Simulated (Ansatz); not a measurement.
# Cs on Mg(0001): change of the work function, part 2 of 3

Aim: the work function of Mg(0001) at several coverages of Cs (fcc site), and the dipole that each adsorbate carries.

Ansatz 0.2.0; plane-wave DFT, PBE, Ansatz PAW.

So far, work function, upper face (eV): step 2 (the clean slab) 3.79.

## (3) Adsorbate added, k-mesh 4×4×1, coverage 0.111 ML

System of this step: Cs/Mg(0001). The cell holds 37 atoms: 36 Mg and 1 Cs. Cell: a = 9.630 Å, b = 9.630 Å, c = 29.354 Å, α = 90.0°, β = 90.0°, γ = 60.0°. Vacuum lies along c.

The clean slab as it ended is repeated in the plane and the adsorbate is set on one face; the cell's size fixes the coverage, and the k-mesh shrinks with it to keep the sampling density about even. Adsorbate and upper layers relax, since the dipole depends on the height.

input.yaml reads:

```yaml
crystal:
  lattice:
    - [9.6299999999, 0.0, 0.0]
    - [4.815, 8.3398246384, 0.0]
    - [0.0, 0.0, 29.3540263164]
  atoms:
    - { symbol: Mg, position: [0.2222222222, 0.2222222222, 0.3066018918] }
    - { symbol: Mg, position: [0.0, 0.0, 0.3953978876] }
    - { symbol: Mg, position: [0.2222222222, 0.2222222222, 0.4843675383] }
    - { symbol: Mg, position: [0.0, 0.0, 0.573967148] }
    - { symbol: Mg, position: [0.2222222222, 0.5555555556, 0.3066018918] }
    - { symbol: Mg, position: [0.0, 0.3333333333, 0.3953978876] }
    - { symbol: Mg, position: [0.2222222222, 0.5555555556, 0.4843675383] }
    - { symbol: Mg, position: [0.0, 0.3333333333, 0.573967148] }
    - { symbol: Mg, position: [0.2222222222, 0.8888888889, 0.3066018918] }
    - { symbol: Mg, position: [0.0, 0.6666666667, 0.3953978876] }
    - { symbol: Mg, position: [0.2222222222, 0.8888888889, 0.4843675383] }
    - { symbol: Mg, position: [0.0, 0.6666666667, 0.573967148] }
    - { symbol: Mg, position: [0.5555555556, 0.2222222222, 0.3066018918] }
    - { symbol: Mg, position: [0.3333333333, 0.0, 0.3953978876] }
    - { symbol: Mg, position: [0.5555555556, 0.2222222222, 0.4843675383] }
    - { symbol: Mg, position: [0.3333333333, 0.0, 0.573967148] }
    - { symbol: Mg, position: [0.5555555556, 0.5555555556, 0.3066018918] }
    - { symbol: Mg, position: [0.3333333333, 0.3333333333, 0.3953978876] }
    - { symbol: Mg, position: [0.5555555556, 0.5555555556, 0.4843675383] }
    - { symbol: Mg, position: [0.3333333333, 0.3333333333, 0.573967148] }
    - { symbol: Mg, position: [0.5555555556, 0.8888888889, 0.3066018918] }
    - { symbol: Mg, position: [0.3333333333, 0.6666666667, 0.3953978876] }
    - { symbol: Mg, position: [0.5555555556, 0.8888888889, 0.4843675383] }
    - { symbol: Mg, position: [0.3333333333, 0.6666666667, 0.573967148] }
    - { symbol: Mg, position: [0.8888888889, 0.2222222222, 0.3066018918] }
    - { symbol: Mg, position: [0.6666666667, 0.0, 0.3953978876] }
    - { symbol: Mg, position: [0.8888888889, 0.2222222222, 0.4843675383] }
    - { symbol: Mg, position: [0.6666666667, 0.0, 0.573967148] }
    - { symbol: Mg, position: [0.8888888889, 0.5555555556, 0.3066018918] }
    - { symbol: Mg, position: [0.6666666667, 0.3333333333, 0.3953978876] }
    - { symbol: Mg, position: [0.8888888889, 0.5555555556, 0.4843675383] }
    - { symbol: Mg, position: [0.6666666667, 0.3333333333, 0.573967148] }
    - { symbol: Mg, position: [0.8888888889, 0.8888888889, 0.3066018918] }
    - { symbol: Mg, position: [0.6666666667, 0.6666666667, 0.3953978876] }
    - { symbol: Mg, position: [0.8888888889, 0.8888888889, 0.4843675383] }
    - { symbol: Mg, position: [0.6666666667, 0.6666666667, 0.573967148] }
    - { symbol: Cs, position: [0.1111111111, 0.1111111111, 0.6933981082] }
kpoints:
  mp_grid: { grid: [4, 4, 1] }
hamiltonian:
  xc: pbe
scf:
  occupations: { method: fermi_dirac, width: 0.1 }
  convergence: { dr2_threshold: 1.0e-08 }
efield:
  axis: 3
  dipole_correction: true
  ramp_position: 0.97
  ramp_width: 0.06
relax:
  f_tol: 0.02
  max_steps: 60
  constraints:
    - { sites: [0, 1, 4, 5, 8, 9, 12, 13, 16, 17, 20, 21, 24, 25, 28, 29, 32, 33] }
output:
  write_potential: true
  write_density: true
  volumetric_format: npy
```

Started as:

```console
$ ansatz run input.yaml --threads 4 --pin off --max-ram 16384MiB --backend cpu --events-out ev --progress --plain --runs-dir out
```

Log:

```text
[...]
Crystal: 37 atoms, lattice volume = 2357.496 Å³
Basis set: ecut = 420 eV, 45933 PW (Γ), exchange–correlation on 144×144×400 points (8 copies of the dense FFT grid, shifted against one another)
Bands: 222, of which v1, the nominal top of the filled ones, is band 185 counted from 1 (184 counted from 0)
Symmetry: 6 space group operations
[...]
k-points: 4 of 16 (time reversal used)
[...]
SCF iter   1: F=—  HF=-74922.999023 eV  |F-HF|=—  |Δ(HF+E_count)|=         —  Δρ=1.25e-3  dr2=1.63e0  ethr=1.77e-3  p=1.182 e·Å  D=9.07e-2 V/Å  ΔV_dip=-2.66 eV  dr2_dipole=9.08e-1  V_vac-E_F(+/−)=1.18/3.84 eV  ⟨swp⟩=16.5  Hψ=5369  notcnv=0  defer=1
[...]
SCF iter   8: F=-74922.927079 eV  HF=-74922.927079 eV  |F-HF|=0.00e0  |Δ(HF+E_count)|=   6.29e-9  Δρ=2.31e-7  dr2=2.14e-9  ethr=2.71e-12  p=1.017 e·Å  D=7.81e-2 V/Å  ΔV_dip=-2.29 eV  dr2_dipole=2.39e-10  V_vac-E_F(+/−)=1.48/3.77 eV  ⟨swp⟩=9.8  Hψ=5094  notcnv=0
SCF 1 converged in 8 iterations: F = -74922.927079 eV  dr2 = 2.14e-9
[...]
relax step   1: F+E_penalty+E_count = -74922.92707947 eV  Δ(F+E_penalty+E_count) = +0.000e0 eV  max|allowed force component| = 1.263e-1 eV/Å  Δτ_max = 0.0000 Å  (8 SCF iters, accepted)
[...]
SCF iter   6: F=-74922.949927 eV  HF=-74922.949926 eV  |F-HF|=4.13e-9  |Δ(HF+E_count)|=   1.10e-7  Δρ=4.53e-7  dr2=6.62e-9  ethr=2.71e-12  p=1.001 e·Å  D=7.68e-2 V/Å  ΔV_dip=-2.25 eV  dr2_dipole=2.33e-11  V_vac-E_F(+/−)=1.52/3.77 eV  ⟨swp⟩=8.0  Hψ=5964  notcnv=0
SCF 2 converged in 6 iterations: F = -74922.949927 eV  dr2 = 6.62e-9
[...]
relax step   2: F+E_penalty+E_count = -74922.94992650 eV  Δ(F+E_penalty+E_count) = -2.285e-2 eV  max|allowed force component| = 9.850e-2 eV/Å  Δτ_max = 0.0835 Å  (6 SCF iters, accepted)
SCF iter   1: F=—  HF=-74922.957867 eV  |F-HF|=—  |Δ(HF+E_count)|=         —  Δρ=3.14e-4  dr2=5.34e-3  ethr=1.18e-5  p=1.001 e·Å  D=7.68e-2 V/Å  ΔV_dip=-2.25 eV  dr2_dipole=8.33e-4  V_vac-E_F(+/−)=1.52/3.77 eV  ⟨swp⟩=6.8  Hψ=2316  notcnv=0
[...]
SCF iter   7: F=-74922.958388 eV  HF=-74922.958388 eV  |F-HF|=1.46e-10  |Δ(HF+E_count)|=   4.26e-9  Δρ=1.28e-7  dr2=5.19e-10  ethr=2.71e-12  p=0.973 e·Å  D=7.47e-2 V/Å  ΔV_dip=-2.19 eV  dr2_dipole=3.07e-11  V_vac-E_F(+/−)=1.58/3.77 eV  ⟨swp⟩=9.0  Hψ=4782  notcnv=0
SCF 3 converged in 7 iterations: F = -74922.958388 eV  dr2 = 5.19e-10
relax step   3: F+E_penalty+E_count = -74922.95838793 eV  Δ(F+E_penalty+E_count) = -8.461e-3 eV  max|allowed force component| = 2.681e-2 eV/Å  Δτ_max = 0.0954 Å  (7 SCF iters, accepted)
SCF iter   1: F=—  HF=-74922.958621 eV  |F-HF|=—  |Δ(HF+E_count)|=         —  Δρ=5.35e-5  dr2=2.29e-4  ethr=3.04e-7  p=0.973 e·Å  D=7.47e-2 V/Å  ΔV_dip=-2.19 eV  dr2_dipole=1.08e-5  V_vac-E_F(+/−)=1.58/3.77 eV  ⟨swp⟩=4.0  Hψ=1541  notcnv=0
[...]
SCF iter   6: F=-74922.958677 eV  HF=-74922.958677 eV  |F-HF|=4.80e-10  |Δ(HF+E_count)|=   5.12e-9  Δρ=1.10e-7  dr2=7.84e-10  ethr=2.71e-12  p=0.967 e·Å  D=7.42e-2 V/Å  ΔV_dip=-2.18 eV  dr2_dipole=1.67e-10  V_vac-E_F(+/−)=1.59/3.77 eV  ⟨swp⟩=8.8  Hψ=4321  notcnv=0
SCF 4 converged in 6 iterations: F = -74922.958677 eV  dr2 = 7.84e-10
[...]
relax step   4: F+E_penalty+E_count = -74922.95867729 eV  Δ(F+E_penalty+E_count) = -2.894e-4 eV  max|allowed force component| = 6.074e-3 eV/Å  Δτ_max = 0.0174 Å  (6 SCF iters, accepted)
NSCF: frozen V_eff on 4 k-points
[...]
SCF converged after 6 iterations
Free energy (F): -74922.958677 eV
[...]
Internal energy: -74922.348336 eV  (E = F + TS)
E sigma→0 (E₀):  -74922.653507 eV
Entropy (-TS):   -0.610341 eV (-16.496 meV/atom)
Fermi energy:    0.490703 eV
Dipole field:    D = 0.074192 V/Å  (p = 0.966601 e·Å, saw-weighted, corrected)
Work function:   Φ+ = 1.5937 eV   Φ− = 3.7716 eV
[...]
--- Forces (eV/Å), atoms counted from 1 ---
  atom   1  Mg    -0.00374684    -0.00216324    -0.03964050
  atom   2  Mg    -0.00381392    -0.00220197     0.01762996
  atom   3  Mg    -0.00431802    -0.00249301     0.00439949
  atom   4  Mg     0.00086322     0.00049838    -0.00321113
  atom   5  Mg     0.00112695    -0.00065064    -0.03443771
  atom   6  Mg     0.00000000     0.00440394     0.01762996
  atom   7  Mg     0.00110951    -0.00064057     0.00023539
  atom   8  Mg    -0.00000000    -0.00099676    -0.00321113
  atom   9  Mg     0.00000000     0.00432648    -0.03964050
  atom  10  Mg     0.01199242    -0.00692382     0.04444556
  atom  11  Mg     0.00000000     0.00498602     0.00439949
  atom  12  Mg    -0.00017464     0.00010083    -0.00027882
  atom  13  Mg     0.00000000     0.00130129    -0.03443771
  atom  14  Mg     0.00381392    -0.00220197     0.01762996
  atom  15  Mg     0.00000000     0.00128115     0.00023539
  atom  16  Mg    -0.00086322     0.00049838    -0.00321113
  atom  17  Mg    -0.00112695    -0.00065064    -0.03443771
  atom  18  Mg     0.01770187     0.01022018     0.04617384
  atom  19  Mg    -0.00110951    -0.00064057     0.00023539
  atom  20  Mg    -0.00164180    -0.00094789    -0.00048137
  atom  21  Mg     0.00069173    -0.00039937    -0.03719359
  atom  22  Mg    -0.00000000    -0.02044036     0.04617384
  atom  23  Mg    -0.00526024     0.00303700     0.00162136
  atom  24  Mg     0.00000000     0.00189579    -0.00048137
  atom  25  Mg     0.00374684    -0.00216324    -0.03964050
  atom  26  Mg     0.00000000     0.01384765     0.04444556
  atom  27  Mg     0.00431802    -0.00249301     0.00439949
  atom  28  Mg    -0.00000000    -0.00020166    -0.00027882
  atom  29  Mg     0.00000000     0.00079874    -0.03719359
  atom  30  Mg    -0.01770187     0.01022018     0.04617384
  atom  31  Mg    -0.00000000    -0.00607400     0.00162136
  atom  32  Mg     0.00164180    -0.00094789    -0.00048137
  atom  33  Mg    -0.00069173    -0.00039937    -0.03719359
  atom  34  Mg    -0.01199242    -0.00692382     0.04444556
  atom  35  Mg     0.00526024     0.00303700     0.00162136
  atom  36  Mg     0.00017464     0.00010083    -0.00027882
  atom  37  Cs    -0.00000000    -0.00000000     0.00222678
  max |Σ_I F_I| component: 1.42e-5 eV/Å
--- Band table (eV) ---
  k-point 0: bands = [... 181 lower, 0.2024, 0.2024, 0.8502, 0.8502, 0.8673, 0.8673, 0.8757, 0.8775, ... 33 higher]
  k-point 1: bands = [... 181 lower, 0.3212, 0.3301, 0.5084, 0.5850, 0.5857, 0.9962, 1.0001, 1.0848, ... 33 higher]
  k-point 2: bands = [... 181 lower, -0.0951, 0.5775, 0.5820, 0.5948, 0.5998, 0.6862, 0.8110, 0.8776, ... 33 higher]
  k-point 3: bands = [... 181 lower, -0.1328, 0.1142, 0.1344, 0.2454, 0.2821, 0.5345, 0.5439, 0.9992, ... 33 higher]
--- Relaxed structure (4 steps of the walk, 4 accepted, 0 SCFs on fresh bases) ---
  F+E_penalty+E_count = -74922.95867729 eV   max|allowed force component| = 6.074e-3 eV/Å
  atoms:
    - { symbol: Mg, position: [0.222222, 0.222222, 0.3066018918] }
    - { symbol: Mg, position: [1.111110e-11, 1.111110e-11, 0.395398] }
    - { symbol: Mg, position: [0.223003, 0.223003, 0.483333] }
    - { symbol: Mg, position: [-0.00111641, -0.00111641, 0.570503] }
    - { symbol: Mg, position: [0.222222, 0.555556, 0.3066018918] }
    - { symbol: Mg, position: [1.111111e-11, 0.333333, 0.395398] }
    - { symbol: Mg, position: [0.222104, 0.555615, 0.485226] }
    - { symbol: Mg, position: [-0.00111641, 0.335566, 0.570503] }
    - { symbol: Mg, position: [0.222222, 0.888889, 0.3066018918] }
    - { symbol: Mg, position: [-2.222217e-11, 0.666667, 0.395398] }
    - { symbol: Mg, position: [0.223003, 0.887327, 0.483333] }
    - { symbol: Mg, position: [-0.00038636, 0.666860, 0.575224] }
    - { symbol: Mg, position: [0.555556, 0.222222, 0.3066018918] }
    - { symbol: Mg, position: [0.333333, 1.111110e-11, 0.395398] }
    - { symbol: Mg, position: [0.555615, 0.222104, 0.485226] }
    - { symbol: Mg, position: [0.335566, -0.00111641, 0.570503] }
    - { symbol: Mg, position: [0.555556, 0.555556, 0.3066018918] }
    - { symbol: Mg, position: [0.333333, 0.333333, 0.395398] }
    - { symbol: Mg, position: [0.555615, 0.555615, 0.485226] }
    - { symbol: Mg, position: [0.332696, 0.332696, 0.575596] }
    - { symbol: Mg, position: [0.555556, 0.888889, 0.3066018918] }
    - { symbol: Mg, position: [0.333333, 0.666667, 0.395398] }
    - { symbol: Mg, position: [0.557291, 0.888021, 0.483947] }
    - { symbol: Mg, position: [0.332696, 0.667941, 0.575596] }
    - { symbol: Mg, position: [0.888889, 0.222222, 0.3066018918] }
    - { symbol: Mg, position: [0.666667, -2.222223e-11, 0.395398] }
    - { symbol: Mg, position: [0.887327, 0.223003, 0.483333] }
    - { symbol: Mg, position: [0.666860, -0.00038636, 0.575224] }
    - { symbol: Mg, position: [0.888889, 0.555556, 0.3066018918] }
    - { symbol: Mg, position: [0.666667, 0.333333, 0.395398] }
    - { symbol: Mg, position: [0.888021, 0.557291, 0.483947] }
    - { symbol: Mg, position: [0.667941, 0.332696, 0.575596] }
    - { symbol: Mg, position: [0.888889, 0.888889, 0.3066018918] }
    - { symbol: Mg, position: [0.666667, 0.666667, 0.395398] }
    - { symbol: Mg, position: [0.888021, 0.888021, 0.483947] }
    - { symbol: Mg, position: [0.666860, 0.666860, 0.575224] }
    - { symbol: Cs, position: [0.111111, 0.111111, 0.686711] }
```

It took 4.1 min on 4 threads of Arm Neoverse V2, shared host; peak memory 8.4 GiB; 13 min of CPU time.

Relaxation path:

```
step  energy less that of the first step (eV)  largest force component (eV/Å)
   1                                   0.0000                          0.1263
   2                                  -0.0228                          0.0985
   3                                  -0.0313                          0.0268
   4                                  -0.0316                          0.0061
```

The run keeps the 6 symmetry operations that the program found, so distortions that break them were not tested.

The atoms that moved most (Å):

```
atom      dx      dy      dz  length
Cs37   0.000   0.000  -0.196   0.196
 Mg8   0.000   0.019  -0.102   0.103
Mg16   0.016  -0.009  -0.102   0.103
 Mg4  -0.016  -0.009  -0.102   0.103
Mg20  -0.009  -0.005   0.048   0.049
Mg24   0.000   0.011   0.048   0.049
Mg32   0.009  -0.005   0.048   0.049
Mg36   0.003   0.002   0.037   0.037
```

Final coordinates:

```xyz
37
Lattice="9.6300 0.0000 0.0000 4.8150 8.3398 0.0000 0.0000 0.0000 29.3540" Properties=species:S:1:pos:R:3
Mg    3.2100    1.8533    9.0000
Mg    0.0000    0.0000   11.6065
Mg    3.2213    1.8598   14.1878
Mg   -0.0161   -0.0093   16.7466
Mg    4.8150    4.6332    9.0000
Mg    1.6050    2.7799   11.6065
Mg    4.8141    4.6337   14.2433
Mg    1.6050    2.7986   16.7466
Mg    6.4200    7.4132    9.0000
Mg    3.2100    5.5599   11.6065
Mg    6.4200    7.4001   14.1878
Mg    3.2072    5.5615   16.8852
Mg    6.4200    1.8533    9.0000
Mg    3.2100    0.0000   11.6065
Mg    6.4200    1.8523   14.2433
Mg    3.2261   -0.0093   16.7466
Mg    8.0250    4.6332    9.0000
Mg    4.8150    2.7799   11.6065
Mg    8.0259    4.6337   14.2433
Mg    4.8058    2.7746   16.8961
Mg    9.6300    7.4132    9.0000
Mg    6.4200    5.5599   11.6065
Mg    9.6425    7.4059   14.2058
Mg    6.4200    5.5705   16.8961
Mg    9.6300    1.8533    9.0000
Mg    6.4200    0.0000   11.6065
Mg    9.6187    1.8598   14.1878
Mg    6.4200   -0.0032   16.8852
Mg   11.2350    4.6332    9.0000
Mg    8.0250    2.7799   11.6065
Mg   11.2350    4.6477   14.2058
Mg    8.0342    2.7746   16.8961
Mg   12.8400    7.4132    9.0000
Mg    9.6300    5.5599   11.6065
Mg   12.8275    7.4059   14.2058
Mg    9.6328    5.5615   16.8852
Cs    1.6050    0.9266   20.1577
```

Numbers from this step:

| Property | Result |
| --- | --- |
| energy at zero smearing | -74922.6535 eV |
| work function, upper face | 1.594 eV |
| work function, lower face | 3.772 eV |
| dipole along the normal | 0.9666 e·Å |
| step between the vacuum levels | -2.178 eV |

Running mean over 2.60652 Å of the planar mean; the ramp of the sawtooth is left out. Electron's electrostatic potential energy less the Fermi level against z:

```
z (Å)  electron's electrostatic potential energy less the Fermi level (eV)
    4                                                                 3.77
    5                                                                 3.76
    6                                                                 3.62
    7                                                                 2.59
    8                                                                -2.09
    9                                                                -4.03
   10                                                                -4.04
   11                                                                -4.01
   12                                                                -4.00
   13                                                                -4.01
   14                                                                -4.00
   15                                                                -3.96
   16                                                                -3.96
   17                                                                -3.95
   18                                                                -1.58
   19                                                                 1.51
   20                                                                 1.17
   21                                                                0.988
   22                                                                 1.37
   23                                                                 1.57
   24                                                                 1.59
   25                                                                 1.59
   26                                                                 1.59
```

The relaxation took 4 steps and lowered the energy by 0.032 eV; the largest force on the free atoms ends at 0.0061 eV/Å.

The covered face has 1.59 eV, -2.19 eV against the clean one; the bare back face has moved by -0.02 eV, a measure of how thin the slab is.

[end of part 2 of 3]

[Long decimals in the printed logs are rounded to 6 places.]

[Logs are printed without paths, hosts, clocks, repeated set-up lines and the standing remarks that a program may print on its own settings, such as how far it seeks lower states.]

[Hosts, paths, dates, database ids (printed as entryN), source tags and the programs' standing remarks are cut or masked in the printed files.]

[Maps of the electrostatic potential energy from Ansatz leave out the sawtooth potential of an applied field or a dipole correction, so their vacuum need not be flat; planar profiles and work functions include it.]
